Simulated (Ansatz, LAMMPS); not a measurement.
# Forces and charges in liquid (Cs,Rb)Br at 1100 K (90 atoms), part 2 of 2

Wanted: forces, charges and levels of liquid (Cs,Rb)Br at 1100 K (90 atoms).

Ansatz 0.2.0; Kohn-Sham DFT, PBE, PAW (set soft_2), plane waves.

The cell: 19 Cs, 26 Rb and 45 Br. The network of bonds at the start is that of the classical potential that made the cell. The ion parameters were fitted for water, not for melts. The Brillouin zone is sampled at Γ only, in a cell whose shortest periodic width is 17 Å. No spin–orbit coupling is included.

So far. Step 3 (Plane-wave single point): About 24 of the 720 electrons lie in deeper levels, below the stored range.

## (3) Plane-wave single point (continued)

Electrostatic potential energy in the ab plane at fractional z = 0.546, with atoms of Cs and Rb and Br within 0.2 Å of it. With pseudopotentials it is smooth inside the atoms' cores, unlike the true potential.

Values in eV, 13 rows by 16 columns, each cell a mean:
```
  5 -36 -24   5 -11 -21  -9   5   6   5   4   3   4   5   5   6
  5   0   3   6  -2 -11   0   6   6   5   3  -1   4   6   5   4
  5   6   6   5   5 -11 -16   6   6   6   6   5   6   6   5   4
  7   5   1   0   5 -12 -18   5   6   7   6  -9   3   6   6   6
  6   6  -1  -3   4   5   6   6   6   7   7   2   5   6   5   4
  7   7   6   5   5   5   6  -6 -26   3   5  -3   0   4   6   6
  7   7   7   7   5   2   1  -7 -25   2   0 -40 -27   2   5   6
  6   7   5   4   3 -18 -20   1   6   6   4  -4  -1   4   5   6
  6   6 -26 -33   4  -6  -8   4   6   6   6   0   2   6   6   6
  7   6  -1  -3   6   6   2 -22   2   5   4 -36 -26   6   6   7
  7   3 -14 -13   3   6   5  -8   2   1   4   1   2   2   4   6
  6   3 -15 -14   3   5   6   6   5   4   5   5  -1 -37  -9   5
  7   3   3   4   2  -1   3   6   6   5   6   6   4  -4   2   6
```
Columns run along a (16.8 Å; values clipped at the 3rd and 97th percentile), rows up along b (16.8 Å). Atoms in or near the plane, at fractional coordinates: Cs at (0.33, 0.94), Cs at (0.37, 0.40), Rb at (0.73, 0.49), Br at (0.74, 0.27), Br at (0.51, 0.53), Br at (0.19, 0.33), Br at (0.11, 0.95).

Valence density in the ab plane at fractional z = 0.546, with atoms of Cs and Rb and Br within 0.2 Å of it. It is the smooth field of the valence electrons, not physical close to the nuclei.

Values in e/Å³, 13 rows by 16 columns, each cell a mean:
```
0.2 0.9 0.8 0.1 0.6 0.8 0.5 0.0 0.0 0.0 0.0 0.1 0.1 0.0 0.0 0.0
0.1 0.3 0.2 0.0 0.2 0.6 0.2 0.0 0.0 0.0 0.1 0.2 0.1 0.0 0.0 0.1
0.0 0.0 0.0 0.0 0.1 0.6 0.7 0.1 0.0 0.0 0.0 0.1 0.0 0.0 0.0 0.1
0.0 0.0 0.2 0.2 0.1 0.6 0.7 0.1 0.0 0.0 0.1 0.7 0.3 0.0 0.0 0.1
0.1 0.0 0.3 0.3 0.0 0.0 0.0 0.0 0.0 0.0 0.1 0.3 0.1 0.0 0.1 0.2
0.0 0.0 0.0 0.0 0.0 0.0 0.0 0.5 0.7 0.2 0.0 0.3 0.2 0.0 0.0 0.0
0.0 0.0 0.0 0.0 0.0 0.1 0.2 0.5 0.7 0.2 0.2 1.6 1.2 0.0 0.0 0.0
0.0 0.0 0.2 0.2 0.1 0.8 0.8 0.2 0.0 0.0 0.0 0.3 0.2 0.0 0.0 0.0
0.0 0.1 0.8 0.9 0.2 0.4 0.5 0.1 0.0 0.0 0.0 0.3 0.3 0.0 0.0 0.0
0.0 0.0 0.4 0.4 0.1 0.0 0.3 0.9 0.3 0.0 0.2 0.9 0.8 0.1 0.0 0.0
0.0 0.1 0.7 0.6 0.1 0.0 0.2 0.6 0.2 0.2 0.1 0.3 0.2 0.2 0.1 0.0
0.0 0.1 0.7 0.7 0.1 0.0 0.0 0.0 0.0 0.1 0.0 0.0 0.3 1.6 0.6 0.0
0.0 0.2 0.2 0.1 0.1 0.2 0.1 0.0 0.0 0.0 0.0 0.0 0.1 0.4 0.1 0.0
```
Columns run along a (16.8 Å), rows up along b (16.8 Å). Atoms in or near the plane, at fractional coordinates: Cs at (0.33, 0.94), Cs at (0.37, 0.40), Rb at (0.73, 0.49), Br at (0.74, 0.27), Br at (0.51, 0.53), Br at (0.19, 0.33), Br at (0.11, 0.95).

Mean Löwdin charges: Br -0.70, Cs +0.79, Rb +0.76 e (they miss 0.45 % of the electrons, so they add up to more than the cell's charge).

## (4) Local order

These statistics describe the geometry on which the runs were made.

Density 2.93 g/cm³, 52.61 Å³ an atom.

Pair distribution functions g(r), in bins of 0.2 Å:

```
r (Å)  total  Br-Br  Br-Rb  Br-Cs  Rb-Rb  Rb-Cs  Cs-Cs
 2.90   0.10   0.00   0.36   0.00   0.00   0.00   0.00
 3.10   1.67   0.00   2.81   4.05   0.00   0.00   0.00
 3.30   2.17   0.00   4.74   3.78   0.00   0.00   0.00
 3.50   1.55   0.00   2.90   3.21   0.00   0.30   0.00
 3.70   1.02   0.14   1.89   1.58   0.83   0.28   0.00
 3.90   1.31   0.47   2.00   1.31   1.46   1.22   1.43
 4.10   0.97   0.78   1.16   1.44   1.00   0.46   0.00
 4.30   0.93   1.21   0.53   0.83   1.19   1.46   0.56
 4.50   0.98   1.36   0.48   0.65   2.74   0.73   1.04
 4.70   0.95   2.04   0.58   0.49   0.26   1.20   0.00
 4.90   1.21   1.86   0.67   0.55   1.86   1.43   2.19
 5.10   1.02   1.64   0.37   0.25   1.52   1.91   2.00
 5.30   1.03   1.73   0.46   0.63   0.40   1.65   2.26
 5.50   1.02   1.60   0.53   0.66   0.74   1.27   2.42
 5.70   0.78   0.92   0.44   0.20   1.19   1.66   1.62
 5.90   0.79   1.08   0.51   0.58   0.81   1.10   1.19
 6.10   1.00   1.10   0.78   0.83   1.95   1.13   0.57
 6.30   1.06   0.89   1.06   1.00   1.41   1.25   1.05
 6.50   0.88   1.02   0.65   0.78   1.20   0.90   1.48
 6.70   0.98   0.96   1.04   0.97   0.87   1.02   0.94
 6.90   1.07   0.66   1.52   1.29   1.07   0.65   0.44
 7.10   1.18   0.81   1.73   1.14   1.11   0.76   1.25
 7.30   0.92   0.56   1.17   1.36   0.94   0.36   0.79
 7.50   0.94   0.66   1.15   1.26   0.59   1.08   0.00
 7.70   1.13   0.75   1.46   1.49   0.94   0.84   0.52
 7.90   0.89   0.72   1.23   0.96   0.45   0.80   0.33
```

The surroundings of Cs12, which bears the longest force, nearest first, numbered as they follow in the input and with coordinates relative to it.

```
atom      x      y      z  distance (Å)  Löwdin charge (e)     Fx     Fy  Fz (eV/Å)
Cs12   0.00   0.00   0.00          0.00               0.78  -0.71   1.06       0.92
Br52   1.82  -0.79  -2.28          3.02              -0.70   1.13  -0.39      -0.91
Br89  -0.51  -2.97   1.08          3.20              -0.70   0.04  -0.71       0.25
Br66  -0.62   2.48   2.75          3.76              -0.71  -0.09   0.00      -0.10
Br84   2.36   2.96  -0.21          3.79              -0.72   0.26  -0.03      -0.23
Br88  -3.96  -0.10   0.14          3.97              -0.69   0.20  -0.24      -0.27
Rb20  -0.86  -0.93  -3.93          4.13               0.74  -0.10  -0.21      -0.14
Br85  -2.30   1.66  -3.01          4.13              -0.70  -0.26   0.38      -0.08
Rb45   1.55   2.92  -3.48          4.80               0.76   0.03  -0.14      -0.19
Rb43  -3.68   0.49   3.18          4.89               0.75   0.72   0.60       0.32
Rb36  -3.37   3.82   0.63          5.13               0.76   0.44  -0.28       0.23
 Cs5   1.42  -4.86  -1.25          5.21               0.78   0.32   0.60       0.19
Br58  -2.37  -3.65  -3.09          5.34              -0.69  -0.32  -0.12       0.48
Rb27  -3.62  -3.97   0.61          5.41               0.79  -0.14   0.27      -0.11
```

## (5) What came out

- free energy per atom: -3534.2148 eV/atom
- pressure: 0.933 GPa
- r.m.s. force component: 0.385 eV/Å
- gap (highest filled to lowest empty level): 2.938 eV
- wall time of the 1 DFT run: 27 s

The highest filled and lowest empty levels differ by 2.94 eV (at Γ alone); a semilocal functional tends to put such gaps too low. In a disordered cell it changes from sample to sample and from frame to frame.

What to keep in mind: The force components of 0.38 eV/Å r.m.s. come partly from thermal motion and partly from the difference between the classical potential and DFT. The pressure of a single frame lacks the kinetic term.

[Logs are printed without paths, hosts, clocks, repeated set-up lines and the standing remarks that a program may print on its own settings, such as how far it seeks lower states.]

[Hosts, paths, dates, database ids (printed as entryN), source tags and the programs' standing remarks are cut or masked in the printed files.]
